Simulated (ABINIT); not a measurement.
## ScHO2 (R-3m): a self-consistent loop beyond G0W0, cycle by cycle

Aim: iterate the self-energy on ScHO2 (R-3m) and follow the gap from cycle to cycle.

Program: ABINIT 10.8.3. Level of theory: PBEsol and many-body steps on it, plane waves. Results are calculated unless marked as measured.

## 1. The structure

Symmetry: R-3m, No. 166, trigonal system. Conventional cell: a = 3.233 Å, b = 3.233 Å, c = 13.593 Å, α = 90.00°, β = 90.00°, γ = 120.00°. Nearest to Sc lie 6 O at 2.14 Å. H has 2 O at 1.22 Å nearest. Nearest to O lie 1 H at 1.22 Å and 3 Sc at 2.14 Å. Farther neighbours and most contacts between anions are not listed.

The cell and positions are those that the Materials Project relaxed with its own functionals (PBE, PBE+U or r2SCAN), kept fixed.

## 2. Empty states on the mesh, 4×4×4 mesh, 67 bands

This step: ABINIT 10.8.3; DFT, PBEsol, plane waves, norm-conserving pseudopotentials.

The sums over transitions need many empty states on a uniform mesh; this step solves for them.

run.abi

```
acell 3*1.0 Angstrom
rprim 
  1.616589043500 0.933338119408 4.530924155205
  -1.616589043500 0.933338119408 4.530924155205
  0.000000000000 -1.866676238893 4.530924155189
ntypat 3
znucl 21 1 8
natom 4
typat 1 2 3 3
xred 
  0.000000000000 0.000000000000 0.000000000000
  0.500000000000 0.500000000000 0.500000000000
  0.589701000000 0.589701000000 0.589701000000
  0.410299000000 0.410299000000 0.410299000000
pp_dirpath "pseudos"
pseudos "Sc.upf, H.upf, O.upf"
ecut 36
ngkpt 4 4 4
nshiftk 1
shiftk 0 0 0
kptopt 1
chksymbreak 0
iscf -2
irdden 1
istwfk *1
nband 67
nbdbuf 6
tolwfr 1e-09
nstep 60
prtvol 0
indata_prefix "in"
outdata_prefix "out"
tmpdata_prefix "tmp"
```

Run with:

```sh
$ OMP_NUM_THREADS=1 mpirun -n 8 abinit run.abi > log
```

Numbers of over 12 decimals in the logs are rounded to 6 here.

Log:

```text
.Version 10.8.3 of ABINIT. v10.8.2 released Aug 2026.

 Symmetries : space group R-3 m (#166); Bravais hR (rhombohedral)
[... echo of the input left out ...]
== DATASET  1 ==================================================================
-   mpi_nproc: 8, omp_nthreads: 1 (-1 if OMP is not activated)
-    --> not optimal distribution: autoparal keyword recommended in input file <--

--- !DatasetInfo
iteration_state: {dtset: 1, }
dimensions: {natom: 4, nkpt: 13, mband: 67, nsppol: 1, nspinor: 1, nspden: 1, mpw: 2864, }
cutoff_energies: {ecut:  36.0, pawecutdg:  -1.0, }
[...]
1.96772    1.96772    1.96980    2.04929    2.04929    2.05155    2.08491    2.08491
   2.18616    2.19701    2.26969    2.29611    2.29611    2.31032    2.31032    2.34918
   2.34921    2.37181    2.37346
 prteigrs : prtvol=0 or 1, do not print more k-points.

== END DATASET(S) ==============================================================
================================================================================

 -outvars: echo values of variables after computation  --------
            nband          67
             nkpt          13
          spgroup         166
 [... the other variables as echoed above ...]

 Calculation completed.
```

Elapsed: 11 s, on 8 MPI ranks of Arm Neoverse V2, shared host; peak memory 0.57 GiB; 91 s of CPU time.

This step gave:

```yaml
gap: 4.075 eV
k_of_the_valence_top: 0.5, 0.5, 0.5
k_of_the_conduction_bottom: 0.5, 0.5, 0
least_direct_gap: 4.632 eV
k_points_computed: 13
lowest_point_of_the_top_converged_band_above_the_valence_top: 57.1572 eV
```

On this mesh the gap is 4.075 eV.

The density comes from a self-consistent run that is not shown.

## 3. Screening, 4×4×4 mesh, 61 bands, screening to 130.6 eV

The RPA dielectric matrix is built and inverted for each q.

This step: RPA screening on PBEsol, plane waves, norm-conserving pseudopotentials.

Edit run.abi of step 2 so:

```diff
@@ -22,10 +22,11 @@
 chksymbreak 0
-iscf -2
-irdden 1
 istwfk *1
-nband 67
-nbdbuf 6
-tolwfr 1e-09
-nstep 60
-prtvol 0
+occopt 1
+irdwfk 1
+optdriver 3
+nband 61
+ecuteps 4.8
+inclvkb 2
+awtr 1
+symchi 1
 indata_prefix "in"
```

Log:

```text
.Version 10.8.3 of ABINIT. v10.8.2 released Aug 2026.

 Symmetries : space group R-3 m (#166); Bravais hR (rhombohedral)
[... echo of the input left out ...]
== DATASET  1 ==================================================================
-   mpi_nproc: 8, omp_nthreads: 1 (-1 if OMP is not activated)

--- !DatasetInfo
iteration_state: {dtset: 1, }
dimensions: {natom: 4, nkpt: 13, mband: 61, nsppol: 1, nspinor: 1, nspden: 1, mpw: 2864, }
cutoff_energies: {ecut:  36.0, pawecutdg:  -1.0, }
electrons: {nelect:   2.40000000E+01, charge:   0.00000000E+00, occopt:   1.00000000E+00, tsmear:   1.00000000E-02, }

 SCREENING: Calculation of the susceptibility and dielectric matrices

 Based on a program developped by R.W. Godby, V. Olevano, G. Onida, and L. Reining.
 Incorporated in ABINIT by V. Olevano, G.-M. Rignanese, and M. Torrent.
.Using double precision arithmetic ; gwpc =  8

[... cell and pseudopotentials left out ...]
--------------------------------------------------------------------------------

 ==== K-mesh for the wavefunctions ====
 Number of points in the irreducible wedge :    13
[... list of points left out ...]
 Together with 12 symmetry operations and time-reversal symmetry
 yields    64 points in the full Brillouin Zone.

 ==== Q-mesh for the screening function ====
 Number of points in the irreducible wedge :    13
[... list of points left out ...]
 Together with 12 symmetry operations and time-reversal symmetry
 yields    64 points in the full Brillouin Zone.

 setmesh: FFT mesh size selected  =    36x   36x   36
          total number of points  =        46656

 vcoul_init : cutoff-mode = AUXILIARY_FUNCTION
 q-points for optical limit:   1
     1)      0.000010    0.000020    0.000030

- screening: taking advantage of time-reversal symmetry
- Maximum band index for partially occupied states nbvw = 12
- Remaining bands to be divided among processors   nbcw = 49
- Number of bands treated by each node ~6

 Number of electrons calculated from density =   24.0000; Expected =   24.0000
 average of density, n =  0.086704
 r_s =    1.4016
 omega_plasma =   28.4037 [eV]

 calculating chi0 at frequencies [eV] :
  1    0.000000E+00    0.000000E+00
  2    0.000000E+00    2.840368E+01

--------------------------------------------------------------------------------
  q-point number  1        q = ( 0.000000, 0.000000, 0.000000) [r.l.u.]
--------------------------------------------------------------------------------
[... chi0 elements left out ...]
 For q-point:  0.000010 0.000020 0.000030
  dielectric constant =   3.9284
  dielectric constant without local fields =   4.2708

  Average fulfillment of the sum rule on Im[epsilon] for q-point    1 :     53.26  [%]
[... wings left out ...]
  q-point number  2        q = ( 0.250000, 0.000000, 0.000000) [r.l.u.]
--------------------------------------------------------------------------------
[... chi0 elements left out ...]
  Average fulfillment of the sum rule on Im[epsilon] for q-point    2 :     65.00  [%]

 [... 11 further q-points ...]
```

The job ended after 23 s (8 MPI ranks; peak memory 2.1 GiB).

Numbers from this step:

| Property | Result |
| --- | --- |
| ε∞ with local fields, on this mesh, along the program's q direction | 3.928 |
| the same without local fields | 4.271 |
| plasma frequency | 28.40 eV |
| plane waves in the screening matrix | 135 |

Local fields lower ε∞ by 8 %.

## 4. G0W0

The self-energy is evaluated for the states that the input lists, and the levels follow from it, in one-shot runs by the linearised quasiparticle equation.

This step: G0W0 on PBEsol, plane waves, norm-conserving pseudopotentials.

Edit run.abi of step 3 so:

```diff
@@ -25,8 +25,21 @@
 irdwfk 1
-optdriver 3
+optdriver 4
 nband 61
+gwcalctyp 0
+ecutsigx 36
+symsigma 1
+nkptgw 4
+kptgw 
+  0.5000000000 0.5000000000 0.5000000000
+  0.5000000000 0.5000000000 0.0000000000
+  0.2500000000 0.2500000000 0.0000000000
+  0.0000000000 0.0000000000 0.0000000000
+bdgw 
+  11 14
+  11 14
+  11 14
+  10 15
 ecuteps 4.8
-inclvkb 2
-awtr 1
-symchi 1
+irdscr 1
+ppmodel 1
 indata_prefix "in"
```

Log:

```text
.Version 10.8.3 of ABINIT. v10.8.2 released Aug 2026.

 Symmetries : space group R-3 m (#166); Bravais hR (rhombohedral)
[... echo of the input left out ...]
== DATASET  1 ==================================================================
-   mpi_nproc: 8, omp_nthreads: 1 (-1 if OMP is not activated)

--- !DatasetInfo
iteration_state: {dtset: 1, }
dimensions: {natom: 4, nkpt: 13, mband: 61, nsppol: 1, nspinor: 1, nspden: 1, mpw: 2864, }
cutoff_energies: {ecut:  36.0, pawecutdg:  -1.0, }
electrons: {nelect:   2.40000000E+01, charge:   0.00000000E+00, occopt:   1.00000000E+00, tsmear:   1.00000000E-02, }

 SIGMA: Calculation of the GW corrections

 Based on a program developped by R.W. Godby, V. Olevano, G. Onida, and L. Reining.
 Incorporated in ABINIT by V. Olevano, G.-M. Rignanese, and M. Torrent.
.Using double precision arithmetic ; gwpc =  8

[... cell and pseudopotentials left out ...]
--------------------------------------------------------------------------------

 ==== K-mesh for the wavefunctions ====
 Number of points in the irreducible wedge :    13
[... list of points left out ...]
 Together with 12 symmetry operations and time-reversal symmetry
 yields    64 points in the full Brillouin Zone.

 ==== Q-mesh for screening function ====
 Number of points in the irreducible wedge :    13
[... list of points left out ...]
 Together with 12 symmetry operations and time-reversal symmetry
 yields    64 points in the full Brillouin Zone.

 vcoul_init : cutoff-mode = AUXILIARY_FUNCTION
 q-points for optical limit:   1
     1)      0.000010    0.000020    0.000030
 setmesh: FFT mesh size selected  =    50x   50x   50
          total number of points  =       125000

 Number of electrons calculated from density =   24.0000; Expected =   24.0000
 average of density, n =  0.086704
 r_s =    1.4016
 omega_plasma =   28.4037 [eV]

 === KS Band Gaps ===
  >>>> For spin  1
   Minimum direct gap =   4.6318 [eV], located at k-point      :   0.2500  0.2500  0.0000
   Fundamental gap    =   4.0754 [eV], Top of valence bands at :   0.5000  0.5000  0.5000
                                       Bottom of conduction at :   0.5000  0.5000  0.0000
 SIGMA fundamental parameters:
 PLASMON POLE MODEL  1
 number of plane-waves for SigmaX                 2831
 number of plane-waves for SigmaC and W            135
 number of plane-waves for wavefunctions          2831
 number of bands                                    61
 number of independent spin polarizations            1
 number of spinorial components                      1
 number of k-points in IBZ                          13
 number of q-points in IBZ                          13
 number of symmetry operations                      12
 number of k-points in BZ                           64
 number of q-points in BZ                           64
 number of frequencies for dSigma/dE                 9
 frequency step for dSigma/dE [eV]                0.25
 number of omega for Sigma on real axis              0
 max omega for Sigma on real axis  [eV]           0.00
 zcut for avoiding poles [eV]                     0.10

 EPSILON^-1 parameters (SCR file):
 dimension of the eps^-1 matrix on file            135
 dimension of the eps^-1 matrix used               135
 number of plane-waves for wavefunctions          2831
 number of bands                                    61
 number of q-points in IBZ                          13
 number of frequencies                               2
 number of real frequencies                          1
 number of imag frequencies                          1

 matrix elements of self-energy operator (all in [eV])

 Perturbative Calculation

--- !SelfEnergy_ee
iteration_state: {dtset: 1, }
kpoint     : [   0.500,    0.500,    0.500, ]
spin       : 1
KS_gap     :    4.934
QP_gap     :    7.921
Delta_QP_KS:    2.987
data: !SigmaeeData |
     Band     E0 <VxcDFT>   SigX SigC(E0)      Z dSigC/dE  Sig(E)    E-E0       E
       11   3.067 -19.951 -25.357   4.735   0.787  -0.271 -20.479  -0.529   2.538
       12   3.067 -19.951 -25.357   4.735   0.787  -0.271 -20.479  -0.529   2.538
       13   8.001 -17.845  -9.591  -5.209   0.807  -0.239 -15.386   2.459  10.459
       14   8.001 -17.845  -9.591  -5.209   0.807  -0.239 -15.386   2.459  10.459

--- !SelfEnergy_ee
iteration_state: {dtset: 1, }
kpoint     : [   0.500,    0.500,    0.000, ]
spin       : 1
KS_gap     :    4.687
QP_gap     :    7.324
Delta_QP_KS:    2.637
data: !SigmaeeData |
     Band     E0 <VxcDFT>   SigX SigC(E0)      Z dSigC/dE  Sig(E)    E-E0       E
       11   1.905 -18.813 -24.581   4.817   0.785  -0.273 -19.560  -0.746   1.159
       12   2.455 -19.523 -24.644   4.420   0.792  -0.262 -20.078  -0.556   1.899
[...]
--- !SelfEnergy_ee
iteration_state: {dtset: 1, }
kpoint     : [   0.250,    0.250,    0.000, ]
spin       : 1
KS_gap     :    4.632
QP_gap     :    7.272
Delta_QP_KS:    2.640
data: !SigmaeeData |
     Band     E0 <VxcDFT>   SigX SigC(E0)      Z dSigC/dE  Sig(E)    E-E0       E
[...]
--- !SelfEnergy_ee
iteration_state: {dtset: 1, }
kpoint     : [   0.000,    0.000,    0.000, ]
spin       : 1
KS_gap     :    4.782
QP_gap     :    7.187
Delta_QP_KS:    2.405
data: !SigmaeeData |
     Band     E0 <VxcDFT>   SigX SigC(E0)      Z dSigC/dE  Sig(E)    E-E0       E
[...]
13   7.804 -15.155  -8.027  -4.722   0.819  -0.221 -13.184   1.971   9.775
       14   7.972 -17.763  -9.560  -5.180   0.808  -0.237 -15.320   2.444  10.416
       15   7.972 -17.763  -9.560  -5.180   0.808  -0.237 -15.320   2.444  10.416

== END DATASET(S) ==============================================================
================================================================================

 -outvars: echo values of variables after computation  --------
           etotal      0.0000000000E+00
            nband          61
             nkpt          13
          spgroup         166
 [... the other variables as echoed above ...]

 Calculation completed.
```

Elapsed: 6.9 s, on 8 MPI ranks; peak memory 1.6 GiB.

Numbers from this step:

```
G0W0 gap on the mesh                         : 6.635 eV
starting gap on the mesh                     : 4.075 eV
k of the valence top                         : 0, 0, 0
k of the conduction bottom                   : 0.5, 0.5, 0
Z at the valence top                         : 0.794
Z at the conduction bottom                   : 0.818
least direct G0W0 gap on the computed points : 7.187 eV
```

The gap on the mesh goes from 4.08 eV to 6.64 eV, a correction of +2.56 eV.

## 5. evGW0, cycle 1

This step: evGW0 on PBEsol, plane waves, norm-conserving pseudopotentials.

Edit run.abi of step 4 so:

```diff
@@ -27,16 +27,34 @@
 nband 61
-gwcalctyp 0
+gwcalctyp 10
 ecutsigx 36
 symsigma 1
-nkptgw 4
+nkptgw 13
 kptgw 
+  0.0000000000 0.0000000000 0.0000000000
+  0.2500000000 0.0000000000 0.0000000000
+  0.5000000000 0.0000000000 0.0000000000
+  0.2500000000 0.2500000000 0.0000000000
+  0.5000000000 0.2500000000 0.0000000000
+  -0.2500000000 0.2500000000 0.0000000000
+  0.5000000000 0.5000000000 0.0000000000
+  0.2500000000 0.2500000000 0.2500000000
+  0.5000000000 0.2500000000 0.2500000000
+  -0.2500000000 0.2500000000 0.2500000000
+  0.5000000000 0.5000000000 0.2500000000
+  -0.2500000000 0.5000000000 0.2500000000
   0.5000000000 0.5000000000 0.5000000000
-  0.5000000000 0.5000000000 0.0000000000
-  0.2500000000 0.2500000000 0.0000000000
-  0.0000000000 0.0000000000 0.0000000000
 bdgw 
-  11 14
-  11 14
-  11 14
-  10 15
+  7 16
+  7 16
+  7 16
+  7 16
+  7 16
+  7 16
+  7 16
+  7 16
+  7 16
+  7 16
+  7 16
+  7 16
+  7 16
 ecuteps 4.8
```

Log:

```text
.Version 10.8.3 of ABINIT. v10.8.2 released Aug 2026.

 Symmetries : space group R-3 m (#166); Bravais hR (rhombohedral)
[... echo of the input left out ...]
== DATASET  1 ==================================================================
-   mpi_nproc: 8, omp_nthreads: 1 (-1 if OMP is not activated)

--- !DatasetInfo
iteration_state: {dtset: 1, }
dimensions: {natom: 4, nkpt: 13, mband: 61, nsppol: 1, nspinor: 1, nspden: 1, mpw: 2864, }
cutoff_energies: {ecut:  36.0, pawecutdg:  -1.0, }
electrons: {nelect:   2.40000000E+01, charge:   0.00000000E+00, occopt:   1.00000000E+00, tsmear:   1.00000000E-02, }

 SIGMA: Calculation of the GW corrections

 Based on a program developped by R.W. Godby, V. Olevano, G. Onida, and L. Reining.
 Incorporated in ABINIT by V. Olevano, G.-M. Rignanese, and M. Torrent.
.Using double precision arithmetic ; gwpc =  8

[... cell and pseudopotentials left out ...]
--------------------------------------------------------------------------------

 ==== K-mesh for the wavefunctions ====
 Number of points in the irreducible wedge :    13
[... list of points left out ...]
 Together with 12 symmetry operations and time-reversal symmetry
 yields    64 points in the full Brillouin Zone.

 ==== Q-mesh for screening function ====
 Number of points in the irreducible wedge :    13
[... list of points left out ...]
 Together with 12 symmetry operations and time-reversal symmetry
 yields    64 points in the full Brillouin Zone.

 vcoul_init : cutoff-mode = AUXILIARY_FUNCTION
 q-points for optical limit:   1
     1)      0.000010    0.000020    0.000030
 setmesh: FFT mesh size selected  =    50x   50x   50
          total number of points  =       125000

 Number of electrons calculated from density =   24.0000; Expected =   24.0000
[...]
spin       : 1
KS_gap     :    5.953
QP_gap     :    8.908
Delta_QP_KS:    2.956
data: !SigmaeeData |
     Band     E_DFT   <VxcDFT>   E(N-1)  <Hhartree>   SigX  SigC[E(N-1)]    Z     dSigC/dE  Sig[E(N)]  DeltaE  E(N)_pert E(N)_diago
[...]
--- !SelfEnergy_ee
iteration_state: {dtset: 1, }
kpoint     : [   0.500,    0.500,    0.500, ]
spin       : 1
KS_gap     :    4.934
QP_gap     :    7.921
Delta_QP_KS:    2.987
data: !SigmaeeData |
     Band     E_DFT   <VxcDFT>   E(N-1)  <Hhartree>   SigX  SigC[E(N-1)]    Z     dSigC/dE  Sig[E(N)]  DeltaE  E(N)_pert E(N)_diago
[...]
15     8.799   -18.164     8.799    26.963   -10.004    -5.090     0.797    -0.254   -15.716     2.448    11.247    11.164
       16    10.278    -9.580    10.278    19.857    -4.909    -3.785     0.848    -0.179    -8.828     0.752    11.030    11.869

 New Fermi energy :        2.234602E-01 Ha ,    6.080661E+00 eV

 === QP Band Gaps ===
  >>>> For spin  1
   Minimum direct gap =   7.7341 [eV], located at k-point      :   0.0000  0.0000  0.0000
   Fundamental gap    =   7.2105 [eV], Top of valence bands at :   0.0000  0.0000  0.0000
                                       Bottom of conduction at :   0.5000  0.5000  0.0000

 writing QP data on file : out_QPS

 Convergence of QP corrections
 >>>>> For spin  1 <<<<<
.  kptgw no:  1; Maximum DeltaE = (  -0.621  -0.004) for band index:  9
.  kptgw no:  2; Maximum DeltaE = (  -0.635  -0.000) for band index:  9
.  kptgw no:  3; Maximum DeltaE = (  -0.787   0.000) for band index: 10
[...]
.  kptgw no: 12; Maximum DeltaE = (  -0.876   0.002) for band index:  9
.  kptgw no: 13; Maximum DeltaE = (  -0.690  -0.000) for band index:  8

== END DATASET(S) ==============================================================
================================================================================

 -outvars: echo values of variables after computation  --------
           etotal      0.0000000000E+00
            nband          61
             nkpt          13
          spgroup         166
 [... the other variables as echoed above ...]

 Calculation completed.
```

The job ended after 52 s (8 MPI ranks; peak memory 3.3 GiB).

Numbers from this step:

```yaml
quasiparticle_gap_on_the_mesh: 7.211 eV
gap_of_the_density_functional_on_the_mesh: 4.075 eV
k_of_the_valence_top: 0, 0, 0
k_of_the_conduction_bottom: 0.5, 0.5, 0
z_at_the_valence_top: 0.794
z_at_the_conduction_bottom: 0.818
least_direct_quasiparticle_gap_on_the_computed_points: 7.734 eV
```

Against G0W0 in ABINIT (4×4×4 mesh, 61 bands, screening to 130.6 eV, Godby-Needs plasmon pole), the gap moves by +0.576 eV. This first cycle still uses the starting levels; it takes the full correction, at all points of the mesh, and its linearised value is 6.635 eV.

## 6. evGW0, cycle 2

The corrected levels of the last cycle go back in.

Edit run.abi of step 5 so:

```diff
@@ -62,2 +62,3 @@
 ppmodel 1
+irdqps 1
 indata_prefix "in"
```

Log:

```text
.Version 10.8.3 of ABINIT. v10.8.2 released Aug 2026.

 Symmetries : space group R-3 m (#166); Bravais hR (rhombohedral)
[... echo of the input left out ...]
== DATASET  1 ==================================================================
-   mpi_nproc: 8, omp_nthreads: 1 (-1 if OMP is not activated)

--- !DatasetInfo
iteration_state: {dtset: 1, }
dimensions: {natom: 4, nkpt: 13, mband: 61, nsppol: 1, nspinor: 1, nspden: 1, mpw: 2864, }
cutoff_energies: {ecut:  36.0, pawecutdg:  -1.0, }
[...]
.  kptgw no:  3; Maximum DeltaE = (   0.062   0.000) for band index: 10
[...]
.  kptgw no: 12; Maximum DeltaE = (   0.068   0.000) for band index: 10
.  kptgw no: 13; Maximum DeltaE = (   0.049   0.003) for band index: 10

== END DATASET(S) ==============================================================
================================================================================

 -outvars: echo values of variables after computation  --------
           etotal      0.0000000000E+00
            nband          61
             nkpt          13
          spgroup         166
 [... the other variables as echoed above ...]

 Calculation completed.
```

Elapsed: 52 s, on 8 MPI ranks; peak memory 3.3 GiB.

This step gave:

```yaml
quasiparticle_gap_on_the_mesh: 7.120 eV
gap_of_the_density_functional_on_the_mesh: 4.075 eV
k_of_the_valence_top: 0, 0, 0
k_of_the_conduction_bottom: 0.5, 0.5, 0
least_direct_quasiparticle_gap_on_the_computed_points: 7.671 eV
```

Against the cycle before, the gap moves by −0.091 eV.

[end of part 1 of 3]

[Paths, hosts, dates, memory and timing lines, banners, echoed tables and standing remarks are left out of the program output.]

[Logs are printed without paths, hosts, clocks, repeated set-up lines and the standing remarks that a program may print on its own settings, such as how far it seeks lower states.]

[Runs of the session that timed out or met a known fault of the program may be left out.]

[Hosts, paths, dates, database ids (printed as entryN), source tags and the programs' standing remarks are cut or masked in the printed files.]

[G0W0 gaps are taken among the corrected bands and points alone; a level outside them can change the order at an edge.]

[Where Ansatz stands beside ABINIT at settings called matched, ABINIT's density can come from a denser mesh and the files from another edition; pairs whose starting gaps differed by over 0.03 eV were left out, so agreement reads better than it is.]
